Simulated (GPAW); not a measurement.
# Near-edge structure at the Ti K edge of TiHg (P4/mmm), part 2 of 2

What does one-electron theory with a core hole give for the Ti K edge of TiHg (P4/mmm)?

GPAW 26.7.0; X-ray absorption from dipole matrix elements to empty bands, plane-wave PAW LDA.

So far. Step 2 (Ground state of the crystal): The mesh shows no gap, so the system is treated as a metal and the core electron is put at the Fermi level (neutral cell). Step 3 (Spectrum without a core hole, Ti atom 2): Main maxima below 30 eV (height): 1.9 eV (0.49), 4.2 eV (0.66), 8.3 eV (1.14), 10.8 eV (1.57) and 17.0 eV (1.57). A K edge sees empty p states. The weak features of the first eV are p character mixed into the empty d bands; the main 4p edge lies above them.

### 5. Spectrum with XCH, Ti atom 2

The holes are 5.9 Å apart. In GPAW the data set carries the hole's charge, so charge=0 means a charged cell and charge=-1 a neutral one. The excited electron is kept in the cell, where it fills the lowest empty states and screens the hole. After the field has converged, empty bands are computed with the density fixed and the dipole matrix elements are summed.

xas.py reads:

```python
import numpy as np
from ase import Atoms
from ase.parallel import parprint, paropen
from gpaw import GPAW, PW, FermiDirac, Mixer, MixerDif, setup_paths
from gpaw.test import gen
setup_paths.insert(0, '.')
gen('Ti', name='fch1s', xcname='LDA', corehole=(1, 0, 1), write_xml=True)
from gpaw.mpi import world
world.barrier()

atoms = Atoms('Hg4Ti4',
    cell=[[3.009, 3.009, 4.041],
     [-3.009, 3.009, -4.041],
     [-3.009, -3.009, 4.041]],
    scaled_positions=[[0, 0, 0],
     [0, 0.5, 0.5],
     [0.5, 0, 0.5],
     [0.5, 0.5, 0],
     [0.5, 0, 0],
     [0.5, 0.5, 0.5],
     [0, 0, 0.5],
     [0, 0.5, 0]],
    pbc=True)
atoms.calc = calc = GPAW(legacy_gpaw=True, mode=PW(430, force_complex_dtype=True), xc='LDA', setups={4: 'fch1s'},
    kpts={'size': (6, 6, 6), 'gamma': True}, occupations=FermiDirac(0.1),
    charge=-1, mixer=Mixer(0.1, 5, 50), maxiter=150,
    convergence={'density': 0.0001, 'eigenstates': 1e-6}, txt='scf.txt')
energy = atoms.get_potential_energy() + calc.get_reference_energy()
ef = calc.get_fermi_level()
out = dict(energy=energy, fermi=ef, forces=atoms.get_forces().tolist())
parprint(f'all-electron energy {energy:.4f} eV, Fermi level {ef:.4f} eV')
ev = np.array([[calc.get_eigenvalues(k, s) for k in range(len(calc.get_ibz_k_points()))] for s in range(calc.get_number_of_spins())])
out['homo'], out['lumo'], out['counts'] = ev[ev < ef].max(), ev[ev > ef].min(), sorted(set((ev < ef).sum((0, 2)).tolist()))
out['filled'] = (ev[:, 0] < ef).sum(1).tolist()

from ase.units import Ha
from gpaw.xas import dipole_matrix_elements
nb = int(calc.get_number_of_electrons() / 2) + 110
top, nb = nb, nb + 8 + nb // 12
nscf = calc.fixed_density(kpts={'size': (6, 6, 6), 'gamma': True}, nbands=nb,
    convergence={'bands': top, 'eigenstates': 5e-3}, maxiter=60, txt='nscf.txt')
cell = atoms.cell.array
ops = [cell.T @ U.T @ np.linalg.inv(cell.T) for U in nscf.wfs.kd.symmetry.op_scc]
E = np.arange(-6, 34, 0.1)
fwhm = np.interp(E, [4, 25], [0.94, 3.5])
Y, X, zero, highest = 0, 0, 1e9, 1e9
for spin in range(nscf.get_number_of_spins()):
    wfs = nscf.wfs
    mine = wfs.bd.get_slice()  # this rank's bands
    A = dipole_matrix_elements(wfs.setups[4])
    eps = np.zeros((wfs.kd.nibzkpts, nb))
    d = np.zeros((3, A.shape[1], wfs.kd.nibzkpts, nb), complex)
    for kpt in wfs.kpt_u:
        if kpt.s == spin and 4 in kpt.P_ani:
            eps[kpt.k, mine] = kpt.eps_n * Ha
            d[:, :, kpt.k, mine] = (kpt.weight * wfs.nspins / 2) ** 0.5 * np.inner(A, kpt.P_ani[4])
    world.sum(eps)
    world.sum(d)
    T = np.einsum('amkn,bmkn->abkn', d, d.conj()).real
    T = sum(np.einsum('ai,ijkn,bj->abkn', R, T, R) for R in ops) / len(ops)
    empty = eps > ef
    zero, highest = min(zero, eps[empty].min()), min(highest, eps[:, top - 1].min())
    lines = [(eps, T, empty)] if spin == 0 else lines + [(eps, T, empty)]
for eps, T, empty in lines:
    f = np.einsum('aakn->akn', T).reshape(3, -1)
    x = eps.ravel() - zero
    w = np.interp(x, E, fwhm) / 2.35482
    g = np.exp(-0.5 * ((E[:, None] - x) / w) ** 2) / (w * (2 * np.pi) ** 0.5)
    Y = Y + (f * empty.ravel()) @ g.T
    X = X + (f * ~empty.ravel()) @ g.T
out.update(E=E.round(2).tolist(), xas=Y.tolist(), xes=X.tolist(), zero=zero, valid=highest - zero, nk=len(eps), nb=nb)
for i in range(0, len(E), 10):
    parprint(f'{E[i]:7.2f}', *(f'{v:10.3e}' for v in Y[:, i]))
import json
with paropen('out.json', 'w') as f:
    json.dump(out, f)
```

The run is started by

```console
OMP_NUM_THREADS=1 mpirun -n 4 gpaw python xas.py
```

Numbers of over 12 decimals in the logs are rounded to 6 here.

The program printed:

```text
Input parameters:
  charge: -1
  convergence: {density: 0.0001,
                eigenstates: 1e-06}
  kpts: {gamma: True,
         size: (6, 6, 6)}
  maxiter: 150
  mixer: {backend: pulay,
          beta: 0.1,
          method: separate,
          nmaxold: 5,
          weight: 50}
  mode: {ecut: 430.0,
         force_complex_dtype: True,
         name: pw}
  occupations: {fixmagmom: False,
                name: fermi-dirac,
                width: 0.1}
  setups: {4: fch1s}

Initialize ...

[... PAW data sets ...]

Reference energy: -2219173.301213  # eV

Spin-paired calculation

[... convergence settings ...]
Symmetries present (total): 4
  [... symmetry matrices ...]

216 k-points: 6 x 6 x 6 Monkhorst-Pack grid + [1/12,1/12,1/12]
68 k-points in the irreducible part of the Brillouin zone
       k-points in crystal coordinates                weights
   0:     0.00000000    0.00000000    0.00000000          1/216
   1:     0.00000000    0.16666667   -0.33333333          2/216
   2:     0.00000000    0.16666667   -0.16666667          4/216
   3:     0.00000000    0.16666667    0.00000000          2/216
   4:     0.00000000    0.33333333   -0.33333333          4/216
   5:     0.00000000    0.33333333   -0.16666667          4/216
   6:     0.00000000    0.33333333    0.00000000          2/216
   7:     0.00000000    0.33333333    0.33333333          2/216
   8:     0.00000000    0.33333333    0.50000000          4/216
   9:     0.00000000    0.50000000    0.00000000          1/216
          ...
  67:     0.50000000    0.50000000    0.50000000          1/216

Wave functions: Plane wave expansion
  Cutoff energy: 430.000 eV
  Number of coefficients (min, max): 2943, 2990
  Pulay-stress correction: 0.000000 eV/Ang^3 (de/decut=0.000000)
  Using FFTW library
  Wavefunction extrapolation:
    Improved wavefunction reuse through dual PAW basis

Occupation numbers: Fermi-Dirac:
  width: 0.1000  # eV

Eigensolver
   Davidson(niter=2)

Densities:
  Coarse grid: 30*30*30 grid
  Fine grid: 60*60*60 grid
  Total Charge: 0.000000

Density mixing:
  Method: separate
  Backend: pulay
  Linear mixing parameter: 0.1
  old densities: 5
  Width of damping distribution: 1.1
  Damping of long wavelength oscillations: 50

[... Hamiltonian set-up ...]
Number of atoms: 8
Number of atomic orbitals: 100
Number of bands in calculation: 77
Number of valence electrons: 121
Bands to converge: occupied

... initialized

Initializing position-dependent things.

Density initialized from atomic densities
Creating initial wave functions:
  77 bands from LCAO basis set

               Hg

             Ti     Ti
                 Hg
           Ti
        Hg     Hg

             Ti

Atomic positions and initial magnetic moments

Positions:
   0 Hg     0.000000    0.000000    0.000000    ( 0.0000,  0.0000,  0.0000)
   1 Hg    -3.009000    0.000000    0.000000    ( 0.0000,  0.0000,  0.0000)
   2 Hg     0.000000    0.000000    4.041000    ( 0.0000,  0.0000,  0.0000)
   3 Hg     0.000000    3.009000    0.000000    ( 0.0000,  0.0000,  0.0000)
   4 Ti     1.504500    1.504500    2.020500    ( 0.0000,  0.0000,  0.0000)
   5 Ti    -1.504500    1.504500    2.020500    ( 0.0000,  0.0000,  0.0000)
   6 Ti    -1.504500   -1.504500    2.020500    ( 0.0000,  0.0000,  0.0000)
   7 Ti    -1.504500    1.504500   -2.020500    ( 0.0000,  0.0000,  0.0000)

Unit cell:
           periodic     x           y           z      points  spacing
  1. axis:    yes    3.009000    3.009000    4.041000    30     0.1609
  2. axis:    yes   -3.009000    3.009000   -4.041000    30     0.1418
  3. axis:    yes   -3.009000   -3.009000    4.041000    30     0.1609

  Lengths:   5.868377   5.868377   5.868377
  Angles:  118.305869  92.960255 118.305869

Effective grid spacing dv^(1/3) = 0.1757

iter:   1   -89.420387
iter:   2   -61.043143   -0.46  -1.16
iter:   3   -52.368856   -1.30  -1.24
iter:   4   -51.817953   -2.10  -1.42
iter:   5   -51.441542   -2.52  -1.46
iter:   6   -50.244920   -1.41  -1.50
iter:   7   -50.294447   -2.69  -1.93
iter:   8   -50.339334   -2.98  -1.79
iter:   9   -50.589279   -1.81  -1.77
iter:  10   -50.541811   -1.48  -1.91
iter:  11   -50.422939   -2.75  -2.10
iter:  12   -50.315711   -1.97  -2.11
iter:  13   -50.293484   -3.09  -2.30
iter:  14   -50.278360c  -3.00  -2.43
iter:  15   -50.282418c  -3.85  -2.62
iter:  16   -50.281104c  -4.77  -2.79
iter:  17   -50.281750c  -4.55  -2.87
iter:  18   -50.278608c  -4.25  -3.04
iter:  19   -50.279246c  -5.26  -2.95
iter:  20   -50.278697c  -5.57  -2.94
[...]
iter:  24   -50.276249c  -6.22c -3.13
[...]
iter:  27   -50.275972c  -6.01c -3.24
iter:  28   -50.275914c  -5.51  -3.32
iter:  29   -50.275746c  -5.36  -3.54
iter:  30   -50.275880c  -6.06c -3.55
iter:  31   -50.276075c  -6.00  -3.78
iter:  32   -50.276087c  -6.26c -3.82
iter:  33   -50.276098c  -7.25c -4.10c

Converged after 33 iterations.

Dipole moment: (0.000000, 0.000000, -0.000000) |e|*Ang

Energy contributions relative to reference atoms: (reference = -2219173.301213)

Kinetic:        +73.440222
Potential:      -54.769146
External:        +0.000000
XC:             -60.030622
Entropy (-ST):   -0.330181
Local:           -8.751461
SIC:             +0.000000
--------------------------
Free energy:    -50.441189
Extrapolated:   -50.276098

Showing only first 2 kpts
 Kpt  Band  Eigenvalues  Occupancy
  0    58      8.49906    1.92981
  0    59      8.53899    1.89714
  0    60      9.12620    0.09878
  0    61      9.12620    0.09878

  1    58      8.32225    1.98766
  1    59      8.44581    1.95818
  1    60      8.69491    1.59006
[...]
Fermi level: 8.83046

No gap
No difference between direct/indirect transitions

Forces in eV/Ang:
  0 Hg   -0.00000    0.00000    0.00000
  1 Hg    0.00000    0.00000    0.00000
  2 Hg    0.00000    0.00000    0.00000
  3 Hg    0.00000    0.00000    0.00000
  4 Ti    0.00000    0.00000    0.00000
  5 Ti    0.00000    0.00000    0.00000
  6 Ti    0.00000   -0.00000    0.00000
  7 Ti    0.00000    0.00000    0.00000
Scalar-relativistic atomic LDA calculation for Ti (Titanium, Z=22)
Core hole in 1s state (1s occupation: 1.0)
600 radial gridpoints.
|------------------------------------------------|
|------------------------------------------------|
[... the atom generator's iteration count ...]

Energy contributions:
-------------------------
Kinetic:     +672.671614
XC:           -34.028348
Potential:  -1307.172598
-------------------------
Total:       -668.529332

state      eigenvalue         ekin         rmax
-----------------------------------------------
1s^1.0 :  -187.828620   240.500426        0.045
2s^2.0 :   -22.002726    43.832967        0.262
2p^6.0 :   -18.989232    43.629197        0.209
3s^2.0 :    -2.983269     9.467322        0.829
3p^6.0 :    -2.108060     8.391345        0.840
3d^2.0 :    -0.666650     5.344221        0.850
4s^2.0 :    -0.460559     1.379460        2.509
4p^0.0 :    -0.300118     0.992184        2.957
-----------------------------------------------
(units: Bohr and Hartree)

Generating PAW setup
Kinetic energy of the core from tauc = 593.006445
Cutoffs:
rc(s)=2.400
rc(p)=2.000
rc(d)=2.000
rc(vbar)=1.800
rc(comp)=2.300
rc(nct)=2.400

Kinetic energy of the core states: 589.941539
Charge: 1.0
Core electrons: 9.0
Valence electrons: 12.0
Pseudo-core charge: 0.000000
Shape function alpha=1.890
Pseudo-electron charge 5.350237
state    eigenvalue         norm
--------------------------------
3s(2) :    -2.983269     0.223229
4s(2) :    -0.460559     1.020774
3p(6) :    -2.108060     0.336604
4p(0) :    -0.300118     0.967107
3d(2) :    -0.666650     0.421304
*d    :     0.333350
--------------------------------

Diagonalizing with gridspacing h=0.050

state   all-electron     PAW
-------------------------------
3s:      -2.983269    -2.983558
3p:      -2.108060    -2.108705
3d:      -0.666650    -0.667242
*f:                   -0.026873
-------------------------------
all-electron energy -2219223.5773 eV, Fermi level 8.8305 eV
[...]
31.00  4.999e-07  4.999e-07  4.966e-07
  32.00  5.398e-07  5.398e-07  5.309e-07
  33.00  5.695e-07  5.695e-07  5.510e-07
```

Run time: 4.8 min. Hardware: 4 MPI ranks of Intel Xeon Platinum 8488C (Sapphire Rapids), shared host; peak memory 0.63 GiB.

The Ti K spectrum, Ti atom 2, excited-electron core hole (neutral cell) (energy from the lowest empty level; intensity scaled to a mean of 1 over the first 20 eV; polarised curves are means over the symmetry-equivalent atoms):

```tsv
E (eV)	isotropic	ε ⊥ c	ε ∥ c
-2.0	0.00	0.00	0.00
-1.4	0.00	0.00	0.00
-0.8	0.01	0.01	0.00
-0.2	0.11	0.15	0.04
0.4	0.28	0.36	0.13
1.0	0.37	0.48	0.14
1.6	0.44	0.55	0.23
2.2	0.47	0.46	0.50
2.8	0.46	0.34	0.70
3.4	0.58	0.48	0.78
4.0	0.59	0.59	0.60
4.6	0.61	0.58	0.68
5.2	0.51	0.48	0.57
5.8	0.56	0.52	0.64
6.4	0.74	0.70	0.84
7.0	0.87	0.85	0.91
7.6	0.98	0.96	1.03
8.2	1.11	1.09	1.15
8.8	1.23	1.25	1.20
9.4	1.36	1.41	1.27
10.0	1.46	1.46	1.44
10.6	1.55	1.47	1.69
11.2	1.59	1.47	1.84
11.8	1.54	1.43	1.76
12.4	1.41	1.34	1.56
13.0	1.27	1.24	1.35
13.6	1.13	1.12	1.16
14.2	1.04	1.05	1.03
14.8	1.05	1.08	1.00
15.4	1.18	1.23	1.08
16.0	1.36	1.41	1.25
16.6	1.48	1.51	1.43
17.2	1.47	1.46	1.49
17.8	1.32	1.28	1.40
18.4	1.14	1.09	1.22
19.0	0.99	0.97	1.04
19.6	0.91	0.91	0.90
20.2	0.86	0.88	0.81
20.8	0.82	0.85	0.75
21.4	0.77	0.80	0.70
22.0	0.71	0.73	0.66
22.6	0.66	0.68	0.63
23.2	0.63	0.64	0.61
23.8	0.61	0.62	0.60
24.4	0.61	0.61	0.61
25.0	0.62	0.62	0.61
25.6	0.64	0.64	0.62
26.2	0.66	0.67	0.63
26.8	0.69	0.71	0.64
27.4	0.71	0.74	0.66
28.0	0.74	0.77	0.68
28.6	0.77	0.80	0.72
29.2	0.82	0.84	0.78
29.8	0.87	0.88	0.85
30.4	0.93	0.93	0.92
31.0	0.98	0.99	0.98
31.6	1.03	1.04	1.02
```

Main maxima below 30 eV (height): 4.4 eV (0.62), 11.2 eV (1.59) and 16.8 eV (1.50). 

The total-energy difference is 4969.82 eV. One term is added: -22.68 eV, since the hole is spin-paired here and a spin-polarised one costs that much less in the free atom (computed apart). The photon energy is then 4947.14 eV. The tabulated edge of the element is 4966 eV. The functional leaves an error in such absolute values: in the free atom LDA prices this hole 13.2 eV below PBE (computed apart), and PBE is itself good to a few eV.

### 6. With and without the hole

Both curves are counted from their own zero, so only the shift of weight within the empty states shows.

```tsv
E (eV)	no hole	XCH
-2.0	0.00	0.00
-1.0	0.00	0.00
0.0	0.25	0.18
1.0	0.35	0.37
2.0	0.49	0.47
3.0	0.43	0.49
4.0	0.64	0.59
5.0	0.56	0.54
6.0	0.62	0.62
7.0	0.79	0.87
8.0	1.12	1.07
9.0	1.13	1.28
10.0	1.45	1.46
11.0	1.56	1.59
12.0	1.43	1.50
13.0	1.31	1.27
14.0	1.10	1.06
15.0	1.05	1.09
16.0	1.33	1.36
17.0	1.57	1.49
18.0	1.35	1.26
19.0	1.02	0.99
20.0	0.90	0.87
21.0	0.85	0.80
22.0	0.74	0.71
23.0	0.65	0.64
24.0	0.62	0.61
25.0	0.62	0.62
26.0	0.65	0.65
27.0	0.68	0.69
28.0	0.71	0.74
29.0	0.76	0.80
30.0	0.83	0.89
31.0	0.92	0.98
32.0	1.00	1.06
```

With each curve scaled to its own mean, the area from −2 to 6 eV with the hole is 2.9 against 3.0, and the centre of weight from −1 to 20 eV moves by -0.0 eV (first and strongest maxima below 20 eV: 1.9 eV (0.49), 4.2 eV (0.66), 8.3 eV (1.14), 10.8 eV (1.57) and 17.0 eV (1.57) without the hole, 4.4 eV (0.62), 11.2 eV (1.59) and 16.8 eV (1.50) with it), a small effect on these measures.

### 7. Outcome

```
absorber and edge                               : Ti K, atom 2 of the ground-state input (counted from 1)
surroundings                                    : 8 Hg at 2.93 Å and 4 Ti at 3.01 Å (distorted cuboctahedral, site symmetry 4/mmm)
highest intensity below 24 eV                   : 11.2 eV above the zero, height 1.59
photon energy of the zero, with the added terms : 4947.1 eV (raw 4969.8 eV; LDA puts this hole about 13 eV below PBE, itself good to a few eV)
```

The Ti K edge of atom 2, with 8 Hg at 2.93 Å and 4 Ti at 3.01 Å (distorted cuboctahedral, site symmetry 4/mmm), has its highest intensity of the first 24 eV at 11.2 eV above the zero, near 4958 eV in photon energy (LDA puts this hole about 13 eV below PBE, itself good to a few eV), 1.6 times the mean level of the first 20 eV (Gaussian full width 0.94 eV up to 4 eV, rising linearly to 3.5 eV at 25 eV). With each curve scaled to its own mean, the area from −2 to 6 eV with the hole is 2.9 against 3.0, and the centre of weight from −1 to 20 eV moves by -0.0 eV (first and strongest maxima below 20 eV: 1.9 eV (0.49), 4.2 eV (0.66), 8.3 eV (1.14), 10.8 eV (1.57) and 17.0 eV (1.57) without the hole, 4.4 eV (0.62), 11.2 eV (1.59) and 16.8 eV (1.50) with it), a small effect on these measures. At the Ti K edge of atom 2 polarisation matters most near 3.0 eV, where the curves differ by 0.4 on this scale. The strongest dipole feature below the main edge lies at 4.4 eV (height 0.62); the site has an inversion centre, so it comes from p states mixed with the neighbours' empty states, not from local p–d mixing. Quadrupole 1s→3d transitions, which feed the pre-edge, are not in the dipole spectrum. The holes are only 5.9 Å apart, so the shape is probably not converged with cell size; no larger cell was run here. The mesh is coarse (0.25 Å⁻¹ between points), so small maxima may be mesh ripples. The structure is a published determination, not relaxed.

[Banner, clock and machine lines of the logs are left out without a mark of their own.]

[Logs are printed without paths, hosts, clocks, repeated set-up lines and the standing remarks that a program may print on its own settings, such as how far it seeks lower states.]

[Hosts, paths, dates, database ids (printed as entryN), source tags and the programs' standing remarks are cut or masked in the printed files.]

[Lists of maxima count a maximum above −3 eV only where it reaches 4 % of the highest in the window and stands out from its surroundings by 2 % of it (1.5 % where it reaches 55 %); shoulders and weaker maxima are passed over, and of the rest the first, up to two pre-edge ones and the few strongest are named.]
